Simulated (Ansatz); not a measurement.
# Electron scattering at the Σ5 (210) boundary in fcc Ir, starting shift (0.5, 0.5)

Wanted: what the Σ5 (210) boundary in fcc Ir, starting shift (0.5, 0.5) costs an interconnect.

Method: Ansatz plane-wave DFT, PBE, PAW files; relaxation of a bicrystal slab with its lowest layers held; PAW set soft_1, in the first sound run; inputs show where later runs differ, in Ansatz 0.2.0.

## (1) Starting point

The cell holds 21 atoms: 21 Ir. Cell: a = 4.702 Å, b = 3.839 Å, c = 29.029 Å, α = 90.0°, β = 90.0°, γ = 65.9°. It derives from Ir. built on the (2 1 0) plane; 2 overlapping atoms removed and the grains opened by 0 Å. Vacuum lies along c.

## (2) Relaxing the bicrystal

The boundary is built by mirroring the lower grain in the boundary plane and removing any atoms that overlap. A thin bicrystal slab is relaxed first, with the lowest layers held and the upper grain free to shift and open.

input.yaml

```yaml
crystal:
  lattice:
    - [4.7022854592, 0.0, 0.0]
    - [1.5674284864, 3.5048766455, 0.0]
    - [0.0, 0.0, 29.0288347253]
  atoms:
    - { symbol: Ir, position: [0.6, 0.6999999999, 0.1722425322] }
    - { symbol: Ir, position: [0.2, 0.3999999999, 0.2018171241] }
    - { symbol: Ir, position: [0.8, 0.0999999999, 0.2313917159] }
    - { symbol: Ir, position: [0.4, 0.7999999999, 0.2609663078] }
    - { symbol: Ir, position: [0.0, 0.4999999999, 0.2905408997] }
    - { symbol: Ir, position: [0.6, 0.1999999999, 0.3201154915] }
    - { symbol: Ir, position: [0.2, 0.9, 0.3496900834] }
    - { symbol: Ir, position: [0.8, 0.6, 0.3792646753] }
    - { symbol: Ir, position: [0.4, 0.3, 0.4088392671] }
    - { symbol: Ir, position: [0.0, 0.0, 0.438413859] }
    - { symbol: Ir, position: [0.3, 0.1, 0.4975630427] }
    - { symbol: Ir, position: [0.7, 0.4, 0.5271376346] }
    - { symbol: Ir, position: [0.1, 0.6999999999, 0.5567122264] }
    - { symbol: Ir, position: [0.5, 0.9999999999, 0.5862868183] }
    - { symbol: Ir, position: [0.9, 0.2999999999, 0.6158614102] }
    - { symbol: Ir, position: [0.3, 0.5999999999, 0.645436002] }
    - { symbol: Ir, position: [0.7, 0.8999999999, 0.6750105939] }
    - { symbol: Ir, position: [0.1, 0.1999999999, 0.7045851858] }
    - { symbol: Ir, position: [0.5, 0.4999999999, 0.7341597776] }
    - { symbol: Ir, position: [0.9000000001, 0.7999999998, 0.7637343695] }
    - { symbol: Ir, position: [0.3000000001, 0.0999999998, 0.7933089614] }
kpoints:
  mp_grid: { grid: [7, 7, 1] }
hamiltonian:
  xc: pbe
  pseudopotentials: { kind: paw, azcp: { folder: soft_1 } }
scf:
  occupations: { method: fermi_dirac, width: 0.1 }
relax:
  f_tol: 0.03
  max_steps: 80
  constraints: [{ sites: [0, 1, 2, 3] }]
```

Run with:

```sh
$ ansatz run input.yaml --threads 4 --pin off --max-ram 15360MiB --backend cpu --events-out ev --progress --plain --runs-dir out
```

Numbers of over 12 decimals in the logs are rounded to 6 here.

Output:

```text
Engine: ansatz 0.2.0, aarch64-unknown-linux-gnu
Pseudopotentials: kind: paw
Pseudopotential: Ir, paw, valence charge 17, recommended cutoff 420 eV (normal), soft_1/Ir.paw.azcp
Functional definition: PBE
  parameter kappa = 0.804
  parameter beta = 0.066725
  exchange = pbe_x(kappa = kappa, mu = beta*pi^2/3)
  correlation = pbe_c(beta = beta)
Crystal: 21 atoms, lattice volume = 478.422 Å³
Basis set: ecut = 420 eV, 9349 PW (Γ), exchange–correlation on 64×54×400 points (8 copies of the dense FFT grid, shifted against one another)
Bands: 215, of which v1, the nominal top of the filled ones, is band 179 counted from 1 (178 counted from 0)
Symmetry: 1 space group operations
Space group: P1 (ITA 1), of the structure as read, at distance tolerance 7.8e-5 Å
k-points: 25 of 49 (time reversal used)
Non-local potential: Ir, projectors of the file, l = 0: 3, l = 1: 2, l = 2: 2, l = 3: 1
PAW form: soft (Blöchl's): semilocal exchange-correlation on the pseudo side does not see the compensation charge
PAW one-centre angular grid: Ir, 590 points (default); XC on 64 Gauss nodes
Initial density: superposition of atomic densities (neutral atoms: chi_scale 0, normalization atom)
Initial wavefunctions: pseudopotential atomic-orbital guess
Functional: x = pbe(κ = 0.804, μ = 0.219515), c = pbe(β = 0.066725)
iter 1 solved again at ethr=2.69e-3 eV; its pass at ethr=3.10e-3 eV (dr2=9.60e0 eV) is discarded
SCF iter   1: F=—  HF=-250666.764827 eV  |F-HF|=—  |Δ(HF+E_count)|=         —  Δρ=3.84e-2  dr2=9.66e0  ethr=2.69e-3  ⟨swp⟩=2.3  Hψ=27679  notcnv=0
preconditioner: auto → LDOS  [metal: Δε(μ)=0.012 eV  Ē_g=6.401 eV  σ=0.100 eV  W_gap=0.03  n_scr=130 (ndim 8)  ℏωp=23.3 eV  f_vac=0.299  D(μ)=24.42/eV (n_scr^D=236)  β→1.0]
SCF iter   2: F=—  HF=-250666.405549 eV  |F-HF|=—  |Δ(HF+E_count)|=   3.59e-1  Δρ=3.05e-2  dr2=6.46e0  ethr=2.69e-3  ⟨swp⟩=3.5  Hψ=16631  notcnv=0  defer=166
SCF iter   3: F=—  HF=-250664.502754 eV  |F-HF|=—  |Δ(HF+E_count)|=    1.90e0  Δρ=4.37e-3  dr2=2.84e-1  ethr=1.81e-3  ⟨swp⟩=3.9  Hψ=13160  notcnv=0  defer=174
SCF iter   4: F=—  HF=-250664.462134 eV  |F-HF|=—  |Δ(HF+E_count)|=   4.06e-2  Δρ=1.96e-3  dr2=2.65e-2  ethr=7.96e-5  ⟨swp⟩=2.1  Hψ=9565  notcnv=0  defer=174
SCF iter   5: F=—  HF=-250664.457330 eV  |F-HF|=—  |Δ(HF+E_count)|=   4.80e-3  Δρ=7.00e-4  dr2=1.06e-2  ethr=7.43e-6  ⟨swp⟩=3.0  Hψ=10201  notcnv=0  defer=174
SCF iter   6: F=—  HF=-250664.456559 eV  |F-HF|=—  |Δ(HF+E_count)|=   7.70e-4  Δρ=3.37e-4  dr2=1.55e-3  ethr=2.96e-6  ⟨swp⟩=1.7  Hψ=6860  notcnv=0  defer=174
SCF iter   7: F=—  HF=-250664.456522 eV  |F-HF|=—  |Δ(HF+E_count)|=   3.70e-5  Δρ=1.07e-4  dr2=2.60e-4  ethr=4.34e-7  ⟨swp⟩=2.1  Hψ=7356  notcnv=0  defer=174
SCF iter   8: F=—  HF=-250664.456509 eV  |F-HF|=—  |Δ(HF+E_count)|=   1.38e-5  Δρ=3.56e-5  dr2=2.74e-5  ethr=7.29e-8  ⟨swp⟩=2.2  Hψ=8016  notcnv=0  defer=174
SCF iter   9: F=-250664.456508 eV  HF=-250664.456512 eV  |F-HF|=3.88e-6  |Δ(HF+E_count)|=   3.65e-6  Δρ=1.95e-5  dr2=4.69e-6  ethr=6.30e-9  ⟨swp⟩=4.8  Hψ=18131  notcnv=0
SCF 1 converged in 9 iterations: F = -250664.456508 eV  dr2 = 4.69e-6
  greatest PAW one-centre occupation: 1.000 electrons in one spin orbital (limit 2), on the Ir atom at site 10 (counted from 0), in its partial waves of l = 0
relax step   1: F+E_penalty+E_count = -250664.45650837 eV  Δ(F+E_penalty+E_count) = +0.000e0 eV  max|allowed force component| = 1.634e0 eV/Å  Δτ_max = 0.0000 Å  (9 SCF iters, dr2 threshold 2.25e-5 eV, accepted)
Initial density: handed on by an earlier stage of this run
Initial wavefunctions: those handed on with the density
iter 1 solved again at ethr=1.05e-3 eV; its pass at ethr=3.10e-3 eV (dr2=3.76e0 eV) is discarded
SCF iter   1: F=—  HF=-250664.936134 eV  |F-HF|=—  |Δ(HF+E_count)|=         —  Δρ=1.38e-2  dr2=3.59e0  ethr=1.05e-3  ⟨swp⟩=1.0  Hψ=18208  notcnv=0  defer=165
preconditioner: auto → LDOS  [metal: Δε(μ)=0.003 eV  Ē_g=6.239 eV  σ=0.100 eV  W_gap=0.01  n_scr=130 (ndim 8)  ℏωp=23.3 eV  f_vac=0.306  D(μ)=25.09/eV (n_scr^D=240)  β→1.0]
SCF iter   2: F=—  HF=-250664.868020 eV  |F-HF|=—  |Δ(HF+E_count)|=   6.81e-2  Δρ=4.52e-3  dr2=1.51e-1  ethr=1.00e-3  ⟨swp⟩=2.0  Hψ=7762  notcnv=0  defer=165
SCF iter   3: F=—  HF=-250664.854523 eV  |F-HF|=—  |Δ(HF+E_count)|=   1.35e-2  Δρ=3.11e-3  dr2=1.04e-1  ethr=4.23e-5  ⟨swp⟩=3.0  Hψ=11939  notcnv=0  defer=165
SCF iter   4: F=—  HF=-250664.825463 eV  |F-HF|=—  |Δ(HF+E_count)|=   2.91e-2  Δρ=6.42e-4  dr2=3.08e-3  ethr=2.91e-5  ⟨swp⟩=2.2  Hψ=8146  notcnv=0  defer=165
SCF iter   5: F=—  HF=-250664.824011 eV  |F-HF|=—  |Δ(HF+E_count)|=   1.45e-3  Δρ=1.87e-4  dr2=3.29e-4  ethr=8.64e-7  ⟨swp⟩=3.0  Hψ=11620  notcnv=0  defer=172
SCF iter   6: F=-250664.824020 eV  HF=-250664.824027 eV  |F-HF|=7.46e-6  |Δ(HF+E_count)|=   1.59e-5  Δρ=5.79e-5  dr2=2.61e-5  ethr=2.80e-8  ⟨swp⟩=3.5  Hψ=20616  notcnv=0
SCF 2 converged in 6 iterations: F = -250664.824020 eV  dr2 = 2.61e-5
relax step   2: F+E_penalty+E_count = -250664.82401979 eV  Δ(F+E_penalty+E_count) = -3.675e-1 eV  max|allowed force component| = 1.917e0 eV/Å  Δτ_max = 0.1946 Å  (6 SCF iters, dr2 threshold 1.00e-4 eV, accepted)
iter 1 solved again at ethr=3.67e-4 eV; its pass at ethr=3.10e-3 eV (dr2=1.31e0 eV) is discarded
SCF iter   1: F=—  HF=-250665.165691 eV  |F-HF|=—  |Δ(HF+E_count)|=         —  Δρ=1.21e-2  dr2=1.29e0  ethr=3.67e-4  ⟨swp⟩=1.9  Hψ=20859  notcnv=0  defer=161
preconditioner: auto → LDOS  [metal: Δε(μ)=0.009 eV  Ē_g=6.248 eV  σ=0.100 eV  W_gap=0.02  n_scr=130 (ndim 8)  ℏωp=23.3 eV  f_vac=0.307  D(μ)=24.89/eV (n_scr^D=240)  β→1.0]
SCF iter   2: F=—  HF=-250665.149880 eV  |F-HF|=—  |Δ(HF+E_count)|=   1.58e-2  Δρ=2.37e-3  dr2=4.83e-2  ethr=3.63e-4  ⟨swp⟩=2.0  Hψ=6689  notcnv=0  defer=161
SCF iter   3: F=—  HF=-250665.144939 eV  |F-HF|=—  |Δ(HF+E_count)|=   4.94e-3  Δρ=1.08e-3  dr2=9.97e-3  ethr=1.35e-5  ⟨swp⟩=2.7  Hψ=10313  notcnv=0  defer=162
SCF iter   4: F=—  HF=-250665.142463 eV  |F-HF|=—  |Δ(HF+E_count)|=   2.48e-3  Δρ=2.76e-4  dr2=8.56e-4  ethr=2.79e-6  ⟨swp⟩=2.2  Hψ=8801  notcnv=0  defer=168
SCF iter   5: F=—  HF=-250665.142226 eV  |F-HF|=—  |Δ(HF+E_count)|=   2.37e-4  Δρ=7.66e-5  dr2=3.16e-5  ethr=2.40e-7  ⟨swp⟩=2.8  Hψ=9731  notcnv=0  defer=168
SCF iter   6: F=-250665.142223 eV  HF=-250665.142223 eV  |F-HF|=4.24e-7  |Δ(HF+E_count)|=   2.19e-6  Δρ=2.22e-5  dr2=2.91e-6  ethr=8.87e-9  ⟨swp⟩=4.6  Hψ=17755  notcnv=0
SCF 3 converged in 6 iterations: F = -250665.142223 eV  dr2 = 2.91e-6
relax step   3: F+E_penalty+E_count = -250665.14222291 eV  Δ(F+E_penalty+E_count) = -3.182e-1 eV  max|allowed force component| = 4.812e-1 eV/Å  Δτ_max = 0.1941 Å  (6 SCF iters, dr2 threshold 1.00e-4 eV, accepted)
[... from here on, the SCF cycles and remarks between the steps are left out ...]
relax step   4: F+E_penalty+E_count = -250665.34837862 eV  Δ(F+E_penalty+E_count) = -2.062e-1 eV  max|allowed force component| = 2.789e-1 eV/Å  Δτ_max = 0.1941 Å  (6 SCF iters, dr2 threshold 1.46e-5 eV, accepted)
relax step   5: F+E_penalty+E_count = -250665.49619971 eV  Δ(F+E_penalty+E_count) = -1.478e-1 eV  max|allowed force component| = 2.290e-1 eV/Å  Δτ_max = 0.1945 Å  (7 SCF iters, dr2 threshold 4.90e-6 eV, accepted)
relax step   6: F+E_penalty+E_count = -250665.58646168 eV  Δ(F+E_penalty+E_count) = -9.026e-2 eV  max|allowed force component| = 1.459e-1 eV/Å  Δτ_max = 0.1967 Å  (6 SCF iters, dr2 threshold 1.76e-5 eV, accepted)
relax step   7: F+E_penalty+E_count = -250665.65197915 eV  Δ(F+E_penalty+E_count) = -6.552e-2 eV  max|allowed force component| = 1.368e-1 eV/Å  Δτ_max = 0.1931 Å  (6 SCF iters, dr2 threshold 8.64e-6 eV, accepted)
relax step   8: F+E_penalty+E_count = -250665.69954873 eV  Δ(F+E_penalty+E_count) = -4.757e-2 eV  max|allowed force component| = 1.740e-1 eV/Å  Δτ_max = 0.1910 Å  (7 SCF iters, dr2 threshold 7.60e-6 eV, accepted)
relax step   9: F+E_penalty+E_count = -250665.72749129 eV  Δ(F+E_penalty+E_count) = -2.794e-2 eV  max|allowed force component| = 1.412e-1 eV/Å  Δτ_max = 0.1947 Å  (6 SCF iters, dr2 threshold 2.66e-5 eV, accepted)
relax step  10: F+E_penalty+E_count = -250665.73655265 eV  Δ(F+E_penalty+E_count) = -9.061e-3 eV  max|allowed force component| = 1.497e-1 eV/Å  Δτ_max = 0.0950 Å  (5 SCF iters, dr2 threshold 1.31e-5 eV, accepted)
relax step  11: F+E_penalty+E_count = -250665.74247450 eV  Δ(F+E_penalty+E_count) = -5.922e-3 eV  max|allowed force component| = 7.625e-2 eV/Å  Δτ_max = 0.0681 Å  (5 SCF iters, dr2 threshold 1.48e-5 eV, accepted)
relax step  12: F+E_penalty+E_count = -250665.74508474 eV  Δ(F+E_penalty+E_count) = -2.610e-3 eV  max|allowed force component| = 4.290e-2 eV/Å  Δτ_max = 0.0486 Å  (6 SCF iters, dr2 threshold 1.51e-6 eV, accepted)
relax step  13: F+E_penalty+E_count = -250665.74745712 eV  Δ(F+E_penalty+E_count) = -2.372e-3 eV  max|allowed force component| = 4.379e-2 eV/Å  Δτ_max = 0.0743 Å  (8 SCF iters, accepted)
SCF iter   1: F=—  HF=-250665.749787 eV  |F-HF|=—  |Δ(HF+E_count)|=         —  Δρ=3.83e-3  dr2=2.62e-2  ethr=6.98e-5  ⟨swp⟩=5.0  Hψ=14167  notcnv=0  defer=158
preconditioner: auto → LDOS  [metal: Δε(μ)=0.018 eV  Ē_g=6.295 eV  σ=0.100 eV  W_gap=0.04  n_scr=130 (ndim 8)  ℏωp=23.3 eV  f_vac=0.314  D(μ)=24.12/eV (n_scr^D=226)  β→1.0]
SCF iter   2: F=—  HF=-250665.750703 eV  |F-HF|=—  |Δ(HF+E_count)|=   9.16e-4  Δρ=9.05e-4  dr2=4.18e-3  ethr=7.33e-6  ⟨swp⟩=2.1  Hψ=9807  notcnv=0  defer=158
SCF iter   3: F=—  HF=-250665.749396 eV  |F-HF|=—  |Δ(HF+E_count)|=   1.31e-3  Δρ=3.35e-4  dr2=8.71e-4  ethr=1.17e-6  ⟨swp⟩=3.0  Hψ=11639  notcnv=0  defer=158
SCF iter   4: F=—  HF=-250665.749135 eV  |F-HF|=—  |Δ(HF+E_count)|=   2.61e-4  Δρ=1.01e-4  dr2=4.84e-5  ethr=2.44e-7  ⟨swp⟩=2.0  Hψ=7931  notcnv=0  defer=158
SCF iter   5: F=—  HF=-250665.748403 eV  |F-HF|=—  |Δ(HF+E_count)|=   7.32e-4  Δρ=2.17e-5  dr2=2.70e-6  ethr=1.36e-8  ⟨swp⟩=2.5  Hψ=10180  notcnv=0  defer=158
SCF iter   6: F=—  HF=-250665.748404 eV  |F-HF|=—  |Δ(HF+E_count)|=   4.46e-7  Δρ=8.44e-6  dr2=6.58e-7  ethr=7.57e-10  ⟨swp⟩=2.8  Hψ=11176  notcnv=0  defer=158
SCF iter   7: F=-250665.748404 eV  HF=-250665.748404 eV  |F-HF|=8.64e-9  |Δ(HF+E_count)|=   4.69e-8  Δρ=3.13e-6  dr2=7.64e-8  ethr=2.80e-11  ⟨swp⟩=3.8  Hψ=22893  notcnv=0
SCF 14 converged in 7 iterations: F = -250665.748404 eV  dr2 = 7.64e-8
relax step  14: F+E_penalty+E_count = -250665.74840371 eV  Δ(F+E_penalty+E_count) = -9.466e-4 eV  max|allowed force component| = 1.879e-2 eV/Å  Δτ_max = 0.0516 Å  (7 SCF iters, accepted)
SCF converged after 7 iterations
Free energy (F): -250665.748404 eV
Harris-Foulkes:  -250665.748404 eV  (|F-HF|=8.64e-9)
Internal energy: -250664.952871 eV  (E = F + TS)
E sigma→0 (E₀):  -250665.350638 eV
Entropy (-TS):   -0.795532 eV (-37.882 meV/atom)
Fermi energy:    14.046218 eV
--- Per-component energies (eV) ---
  E_band       = -5818.846760
  E_kinetic    = 11320.427913
  E_local      = -441048.872716  (includes V_loc(G=0)·N_el)
  E_nonlocal   = 3990.844411
  E_hartree    = 215592.054771
  E_xc         = -4822.639111
  E_vxc        = -5373.302212  (∫ρ·V_xc dr)
  E_paw        = -194568.643236  (= ΣΔE_a)
  E_vpaw       = -5892.042195  (= ΣTr[D̂ρ^β])
  E_aug_tail   = 0.007425  (compensation charges beyond the density's cutoff)
  E_ewald      = 158871.867672
  E_smearing   = -0.795532  (= −TS)
  E_closure    = 0.000000  (closes the sum)
  Σ components = -250665.748404   (vs F -250665.748404, Δ=0.00e0)
--- Forces (eV/Å), atoms counted from 1 ---
  atom   1  Ir    -0.16142914     0.07305236     1.67331214
  atom   2  Ir     0.14968034    -0.06652491    -0.00635686
  atom   3  Ir     0.15969745    -0.07111289    -1.36814984
  atom   4  Ir    -0.15927065     0.07482015    -0.29860226
  atom   5  Ir     0.00037169     0.00190520    -0.00694679
  atom   6  Ir    -0.01242820     0.00628353     0.00594331
  atom   7  Ir     0.01553805    -0.00767514     0.00186098
  atom   8  Ir    -0.00309426    -0.00303878     0.00055858
  atom   9  Ir     0.01262742     0.00093349     0.00242581
  atom  10  Ir    -0.00502847    -0.00622403     0.01552783
  atom  11  Ir    -0.00047073    -0.00127661     0.00063477
  atom  12  Ir     0.00227301    -0.00648486    -0.01167943
  atom  13  Ir     0.00234697     0.00230892    -0.01309969
  atom  14  Ir    -0.00844073     0.00598886     0.00338863
  atom  15  Ir    -0.00570151     0.00095771    -0.00431767
  atom  16  Ir     0.00234148     0.00192662     0.00861260
  atom  17  Ir     0.00783343    -0.00361947    -0.01635333
  atom  18  Ir     0.00394386    -0.00151365     0.00207006
  atom  19  Ir    -0.00273498     0.00111655    -0.00388806
  atom  20  Ir    -0.00126926    -0.00026506    -0.00376442
  atom  21  Ir     0.00320569    -0.00154637     0.01878736
  max |Σ_I F_I| component: 3.63e-5 eV/Å
--- Relaxed structure (14 steps of the walk, 14 accepted, 0 SCFs on fresh bases) ---
  F+E_penalty+E_count = -250665.74840371 eV   max|allowed force component| = 1.879e-2 eV/Å
  atoms:
    - { symbol: Ir, position: [0.600000, 0.6999999999, 0.1722425322] }
    - { symbol: Ir, position: [0.2, 0.3999999999, 0.2018171241] }
    - { symbol: Ir, position: [0.8, 0.0999999999, 0.231392] }
    - { symbol: Ir, position: [0.4, 0.7999999999, 0.2609663078] }
    - { symbol: Ir, position: [-0.00366776, 0.501870, 0.291391] }
    - { symbol: Ir, position: [0.603217, 0.198496, 0.320090] }
    - { symbol: Ir, position: [0.201786, 0.899287, 0.350317] }
    - { symbol: Ir, position: [0.801426, 0.599692, 0.382612] }
    - { symbol: Ir, position: [0.393899, 0.303028, 0.406113] }
    - { symbol: Ir, position: [-0.021700, 0.012297, 0.449115] }
    - { symbol: Ir, position: [0.374209, 0.314630, 0.489909] }
    - { symbol: Ir, position: [0.784249, 0.609539, 0.513320] }
    - { symbol: Ir, position: [0.184879, 0.909120, 0.545325] }
    - { symbol: Ir, position: [0.588654, 1.207203, 0.575802] }
    - { symbol: Ir, position: [0.983423, 0.509899, 0.605041] }
    - { symbol: Ir, position: [0.382722, 0.810158, 0.635163] }
    - { symbol: Ir, position: [0.777273, 1.112931, 0.665166] }
    - { symbol: Ir, position: [0.176350, 0.413386, 0.694035] }
    - { symbol: Ir, position: [0.587816, 0.707667, 0.726533] }
    - { symbol: Ir, position: [0.984532, 1.009329, 0.753791] }
    - { symbol: Ir, position: [0.381218, 0.310974, 0.779268] }
```

Run time: 20 min. Hardware: 4 threads of Arm Neoverse V1, shared host; peak memory 3.1 GiB; 78 min of CPU time.

Relaxation path:

```csv
step,energy less that of the first step (eV),largest force component (eV/Å)
1,0.0000,1.6344
2,-0.3675,1.9171
3,-0.6857,0.4812
4,-0.8919,0.2789
5,-1.0397,0.2289
6,-1.1300,0.1459
7,-1.1955,0.1368
8,-1.2430,0.1740
9,-1.2710,0.1412
10,-1.2800,0.1497
11,-1.2860,0.0763
12,-1.2886,0.0429
13,-1.2909,0.0438
14,-1.2919,0.0188
```

The atoms that moved most (Å):

```
atom     dx     dy      dz  length
Ir12  0.725  0.734  -0.401   1.107
Ir21  0.713  0.739  -0.408   1.105
Ir13  0.727  0.733  -0.331   1.084
Ir14  0.742  0.726  -0.304   1.082
Ir15  0.721  0.736  -0.314   1.077
Ir20  0.726  0.734  -0.289   1.071
Ir16  0.718  0.737  -0.298   1.071
Ir18  0.693  0.748  -0.306   1.065
```

Numbers from this step:

```
free energy             : -250665.7484 eV
energy at zero smearing : -250665.3506 eV
Fermi energy            : 14.05 eV
```

The largest force component on a free atom ends at 0.019 eV/Å, under the tolerance of 0.03, after 14 steps.

(Part 1 of 3 ends here.)

[Logs are printed without paths, hosts, clocks, repeated set-up lines and the standing remarks that a program may print on its own settings, such as how far it seeks lower states.]

[Hosts, paths, dates, database ids (printed as entryN), source tags and the programs' standing remarks are cut or masked in the printed files.]
